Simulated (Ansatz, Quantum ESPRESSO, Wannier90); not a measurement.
# Ballistic channels from Wannier functions: straight Pd chain, spacing 2.33 Å, part 5 of 6

Wanted: localised orbitals and the quantum conductance of this wire: straight Pd chain, spacing 2.33 Å.

Quantum ESPRESSO 7.5 and Wannier90 3.1.0; plane-wave DFT, PBE, GBRV ultrasoft pseudopotentials; cross-check by Ansatz 0.2.0 with PAW datasets.

So far. Step 9 (Wannier functions and transport): Disentanglement stopped at its cap on iterations, so these spreads are not final. Step 9 (Wannier functions and transport): At least 1 of the functions sits far from every atom, off the bonds: the outer window has let in states of the vacuum, so the basis is not the atomic one that was projected.

## 12. Wannier functions and transport, with dist_cutoff = 5.12

Level of this step: maximally localised Wannier functions and ballistic conductance; plane-wave DFT, PBE, GBRV ultrasoft pseudopotentials (Wannier90).

How much does a setting matter? One run is repeated with a change.

Contents of wan_w.win:

```
num_wann = 9
num_bands = 37
num_iter = 200
num_print_cycles = 20
conv_tol = 1e-8
conv_window = 5
guiding_centres = true
dis_num_iter = 1500
dis_conv_tol = 1e-8
dis_win_min = -14.0121
dis_win_max = 16.9879
dis_froz_max = -1.5121
search_shells = 120
fermi_energy = -3.0121

transport = true
transport_mode = bulk
one_dim_axis = z
dist_cutoff = 5.12
dist_cutoff_mode = one_dim
tran_win_min = -4.0
tran_win_max = 2.0
tran_energy_step = 0.02

bands_plot = true
bands_num_points = 96
begin kpoint_path
G 0.0 0.0 0.0 Z 0.0 0.0 0.5
end kpoint_path

begin projections
Pd:s;p;d
end projections

begin unit_cell_cart
ang
  8.0000000000 0.0000000000 0.0000000000
  0.0000000000 8.0000000000 0.0000000000
  0.0000000000 0.0000000000 2.3250000000
end unit_cell_cart

begin atoms_frac
  Pd 0.0000000000 0.0000000000 0.0000000000
end atoms_frac

mp_grid = 1 1 16
begin kpoints
  0.0 0.0 0.0000000000
  0.0 0.0 0.0625000000
  0.0 0.0 0.1250000000
  0.0 0.0 0.1875000000
  0.0 0.0 0.2500000000
  0.0 0.0 0.3125000000
  0.0 0.0 0.3750000000
  0.0 0.0 0.4375000000
  0.0 0.0 0.5000000000
  0.0 0.0 0.5625000000
  0.0 0.0 0.6250000000
  0.0 0.0 0.6875000000
  0.0 0.0 0.7500000000
  0.0 0.0 0.8125000000
  0.0 0.0 0.8750000000
  0.0 0.0 0.9375000000
end kpoints
```

Run with:

```
$ OMP_NUM_THREADS=1 wannier90.x wan_w > wan_w.run.log
```

What it wrote:

```text
[banner, memory and clock lines left out]
+---------------------------------------------------+
             |                                                   |
             |                   WANNIER90                       |
             |                                                   |
             +---------------------------------------------------+
             |                                                   |
             |        Welcome to the Maximally-Localized         |
             |        Generalized Wannier Functions code         |
             |                             |
             |                                                   |
             |                                                   |
             |  Wannier90 Developer Group:                       |
             |    Giovanni Pizzi    (EPFL)                       |
             |    Valerio Vitale    (Cambridge)                  |
             |    David Vanderbilt  (Rutgers University)         |
             |    Nicola Marzari    (EPFL)                       |
             |    Ivo Souza         (Universidad del Pais Vasco) |
             |    Arash A. Mostofi  (Imperial College London)    |
             |    Jonathan R. Yates (University of Oxford)       |
             |                                                   |
             |  For the full list of Wannier90 3.x authors,      |
             |  please check the code documentation and the      |
             |  README on the GitHub page of the code            |
             |                                                   |
             |                                                   |
             |                                                   |
             |  [ref] "Wannier90 as a community code:            |
             |        new features and applications",            |
             |        165902 (2020).                             |
             |            |
             |                                                   |
             |  in any publications arising from the use of      |
             |                                                   |
             |  [ref] "Maximally Localized Generalised Wannier   |
             |         Functions for Composite Energy Bands"     |
             |         N. Marzari and D. Vanderbilt              |
             |         Phys. Rev. B 56 12847 (1997)              |
             |                                                   |
             |  [ref] "Maximally Localized Wannier Functions     |
             |         for Entangled Energy Bands"               |
             |         I. Souza, N. Marzari and D. Vanderbilt    |
             |         Phys. Rev. B 65 035109 (2001)             |
             |                                                   |
             |                                                   |
             | Copyright (c) 1996-2020                           |
             |        The Wannier90 Developer Group and          |
             |        individual contributors                    |
             |                                                   |
             |      Release: 3.1.0        5th March    2020      |
             |                                                   |
             | This program is free software; you can            |
             | redistribute it and/or modify it under the terms  |
             | of the GNU General Public License as published by |
             | the Free Software Foundation; either version 2 of |
             | the License, or (at your option) any later version|
             |                                                   |
             | This program is distributed in the hope that it   |
             | will be useful, but WITHOUT ANY WARRANTY; without |
             | even the implied warranty of MERCHANTABILITY or   |
             | FITNESS FOR A PARTICULAR PURPOSE. See the GNU     |
             | General Public License for more details.          |
             |                                                   |
             | You should have received a copy of the GNU General|
             | Public License along with this program; if not,   |
             | write to the Free Software Foundation, Inc.,      |
             | 675 Mass Ave, Cambridge, MA 02139, USA.           |
             |                                                   |
             +---------------------------------------------------+
             +---------------------------------------------------+

 ******************************************************************************
 * -> Using CODATA 2006 constant values                                       *
 *    (                      *
 * -> Using Bohr value from CODATA                                            *
 ******************************************************************************

 Running in serial (with parallel executable)

                                    ------
                                    SYSTEM
                                    ------

                              Lattice Vectors (Ang)
                    a_1     8.000000   0.000000   0.000000
                    a_2     0.000000   8.000000   0.000000
                    a_3     0.000000   0.000000   2.325000

                   Unit Cell Volume:     148.80000  (Ang^3)

                        Reciprocal-Space Vectors (Ang^-1)
                    b_1     0.785398   0.000000   0.000000
                    b_2     0.000000   0.785398   0.000000
                    b_3     0.000000   0.000000   2.702445

 *----------------------------------------------------------------------------*
 |   Site       Fractional Coordinate          Cartesian Coordinate (Ang)     |
 +----------------------------------------------------------------------------+
 | Pd   1   0.00000   0.00000   0.00000   |    0.00000   0.00000   0.00000    |
 *----------------------------------------------------------------------------*
                                ------------
                                K-POINT GRID
                                ------------

             Grid size =  1 x  1 x 16      Total points =   16

 *---------------------------------- MAIN ------------------------------------*
 |  Number of Wannier Functions               :                 9             |
 |  Number of Objective Wannier Functions     :                 9             |
 |  Number of input Bloch states              :                37             |
 |  Output verbosity (1=low, 5=high)          :                 1             |
[...]
Sum of centres and spreads (  0.948515, -1.748023,  1.154589 )    10.70547520

     40    -0.648E-02     0.2138065091       10.7054751981       3.65  <-- CONV
        O_D=      0.0375554 O_OD=      1.2771168 O_TOT=     10.7054752 <-- SPRD
 Delta: O_D=  0.1410251E-02 O_OD= -0.7894216E-02 O_TOT= -0.6483965E-02 <-- DLTA
 Cycle:     60
[...]
Sum of centres and spreads (  0.932446, -1.738288,  1.154464 )    10.66150415

     60    -0.410E-03     0.0538021502       10.6615041544       3.67  <-- CONV
        O_D=      0.0352515 O_OD=      1.2354497 O_TOT=     10.6615042 <-- SPRD
 Delta: O_D=  0.8261934E-04 O_OD= -0.4929879E-03 O_TOT= -0.4103686E-03 <-- DLTA
 Cycle:     80
[...]
Sum of centres and spreads (  0.930085, -1.737495,  1.154506 )    10.65876905

     80    -0.746E-04     0.0278748906       10.6587690477       3.69  <-- CONV
        O_D=      0.0352434 O_OD=      1.2327227 O_TOT=     10.6587690 <-- SPRD
 Delta: O_D= -0.5891020E-04 O_OD= -0.1568842E-04 O_TOT= -0.7459862E-04 <-- DLTA
 Cycle:    100
[...]
Sum of centres and spreads (  0.928870, -1.736642,  1.154504 )    10.65822532

    100    -0.169E-04     0.0112495649       10.6582253238       3.71  <-- CONV
        O_D=      0.0352218 O_OD=      1.2322005 O_TOT=     10.6582253 <-- SPRD
 Delta: O_D=  0.2302221E-04 O_OD= -0.3988587E-04 O_TOT= -0.1686367E-04 <-- DLTA

 Writing checkpoint file wan_w.chk... done

 Cycle:    120
[...]
Sum of centres and spreads (  0.928132, -1.735932,  1.154497 )    10.65798047

    120    -0.866E-05     0.0080097114       10.6579804681       3.73  <-- CONV
        O_D=      0.0351881 O_OD=      1.2319893 O_TOT=     10.6579805 <-- SPRD
 Delta: O_D=  0.8580339E-05 O_OD= -0.1724383E-04 O_TOT= -0.8663494E-05 <-- DLTA
 Cycle:    140
[...]
Sum of centres and spreads (  0.927891, -1.735430,  1.154500 )    10.65783158

    140    -0.924E-05     0.0086186257       10.6578315777       3.75  <-- CONV
        O_D=      0.0351931 O_OD=      1.2318355 O_TOT=     10.6578316 <-- SPRD
 Delta: O_D= -0.6956367E-05 O_OD= -0.2285392E-05 O_TOT= -0.9241759E-05 <-- DLTA
 Cycle:    160
[...]
Sum of centres and spreads (  0.927760, -1.735164,  1.154500 )    10.65770732

    160    -0.756E-05     0.0077591990       10.6577073213       3.77  <-- CONV
        O_D=      0.0351901 O_OD=      1.2317142 O_TOT=     10.6577073 <-- SPRD
 Delta: O_D=  0.4664923E-05 O_OD= -0.1222956E-04 O_TOT= -0.7564642E-05 <-- DLTA
 Cycle:    180
[...]
Sum of centres and spreads (  0.927664, -1.735036,  1.154499 )    10.65757797

    180    -0.599E-05     0.0064832708       10.6575779694       3.79  <-- CONV
        O_D=      0.0351825 O_OD=      1.2315924 O_TOT=     10.6575780 <-- SPRD
 Delta: O_D=  0.1963438E-05 O_OD= -0.7956671E-05 O_TOT= -0.5993233E-05 <-- DLTA
 Cycle:    200
[...]
Sum of centres and spreads (  0.927743, -1.734927,  1.154500 )    10.65744230

    200    -0.956E-05     0.0087535543       10.6574423001       3.81  <-- CONV
        O_D=      0.0351822 O_OD=      1.2314571 O_TOT=     10.6574423 <-- SPRD
 Delta: O_D= -0.3553017E-05 O_OD= -0.6005957E-05 O_TOT= -0.9558974E-05 <-- DLTA

 Writing checkpoint file wan_w.chk... done

 Final State
[...]
WF centre and spread    2  (  0.979681, -2.055188,  1.160442 )     1.90025492
  WF centre and spread    3  (  1.102810,  0.089637, -0.003366 )     1.62308234
  WF centre and spread    4  ( -0.398420,  1.018020,  0.001225 )     1.62502268
  WF centre and spread    5  (  0.001344, -0.001596, -0.001230 )     0.83403057
  WF centre and spread    6  ( -0.004521,  0.001145,  0.000771 )     0.69920463
  WF centre and spread    7  ( -0.001296,  0.012331,  0.000139 )     0.69216415
  WF centre and spread    8  ( -0.122633, -0.038469, -0.000087 )     0.82850973
  WF centre and spread    9  (  0.138503, -0.007394, -0.000145 )     0.83483941
  Sum of centres and spreads (  0.927743, -1.734927,  1.154500 )    10.65744230

         Spreads (Ang^2)       Omega I      =     9.390803017
        ================       Omega D      =     0.035182210
                               Omega OD     =     1.231457073
    Final Spread (Ang^2)       Omega Total  =    10.657442300
 Time for wannierise            0.202 (sec)

 Writing checkpoint file wan_w.chk... done

 *---------------------------------------------------------------------------*
 |                               PLOTTING                                    |
 *---------------------------------------------------------------------------*

 Translated centres
    translation centre in fractional coordinate:  0.000000  0.000000  0.000000
  WF centre     1  ( -0.767723, -0.753412, -0.003249 )
  WF centre     2  (  0.979681, -2.055188,  1.160442 )
  WF centre     3  (  1.102810,  0.089637, -0.003366 )
  WF centre     4  ( -0.398420,  1.018020,  0.001225 )
  WF centre     5  (  0.001344, -0.001596, -0.001230 )
  WF centre     6  ( -0.004521,  0.001145,  0.000771 )
  WF centre     7  ( -0.001296,  0.012331,  0.000139 )
  WF centre     8  ( -0.122633, -0.038469, -0.000087 )
  WF centre     9  (  0.138503, -0.007394, -0.000145 )

 Calculating interpolated band-structure

 Time to calculate interpolated band structure       0.009 (sec)

 Time for plotting              0.013 (sec)

 *---------------------------------------------------------------------------*
 |                              TRANSPORT                                    |
 *---------------------------------------------------------------------------*

 Calculation of Quantum Conductance and DoS: bulk mode

 Maximum imaginary part of the real-space Hamiltonian:     0.061810

     Maximum real part of the real-space Hamiltonian at each lattice point
            Lattice point R           Max |H_ij(R)|
                  -9                     0.000000
                  -8                     0.000000
                  -7                     0.000000
                  -6                     0.000000
                  -5                     0.000000
                  -4                     0.000000
                  -3                     0.000000
                  -2                     0.412350
                  -1                     1.864193
                   0                     6.034632
                   1                     1.864193
                   2                     0.412350
                   3                     0.000000
                   4                     0.000000
                   5                     0.000000
                   6                     0.000000
                   7                     0.000000
                   8                     0.000000
                   9                     0.000000

 Number of unit cells inside the principal layer:     2
 Number of Wannier Functions inside the principal layer:    18

 Calculating quantum conductance and density of states... done

 Time for transport             0.149 (sec)
 Total Execution Time           4.088 (sec)

 *===========================================================================*
 |                             TIMING INFORMATION                            |
 *===========================================================================*
 |    Tag                                                Ncalls      Time (s)|
 |---------------------------------------------------------------------------|
 |kmesh: get                                        :         1         0.017|
 |overlap: allocate                                 :         1         0.000|
 |overlap: read                                     :         1         0.089|
 |dis: main                                         :         1         3.614|
 |wann: main                                        :         1         0.202|
 |plot: main                                        :         1         0.013|
 |tran: main                                        :         1         0.148|
 *---------------------------------------------------------------------------*

 All done: wannier90 exiting
[key lines of the parts left out:]
|  Fermi energy (eV)                         :            -3.012             |
```

Wall time 4.7 s (1 MPI rank of Intel Xeon Platinum 8559C (Emerald Rapids), shared host); peak memory 0.09 GiB.

The total spread is 10.7 against 10.7 Å². Between −2 and 1.5 eV the channel count differs from the first run's at 8 % of the energies, and at the Fermi level it is 4 against 4. Spreads don't depend on this cutoff; only the transport does.

(Part 5 of 6 ends here.)

[Logs are printed without paths, hosts, clocks, repeated set-up lines and the standing remarks that a program may print on its own settings, such as how far it seeks lower states.]

[Hosts, paths, dates, database ids (printed as entryN), source tags and the programs' standing remarks are cut or masked in the printed files.]

[Maps of the electrostatic potential energy from Ansatz leave out the sawtooth potential of an applied field or a dipole correction, so their vacuum need not be flat; planar profiles and work functions include it.]
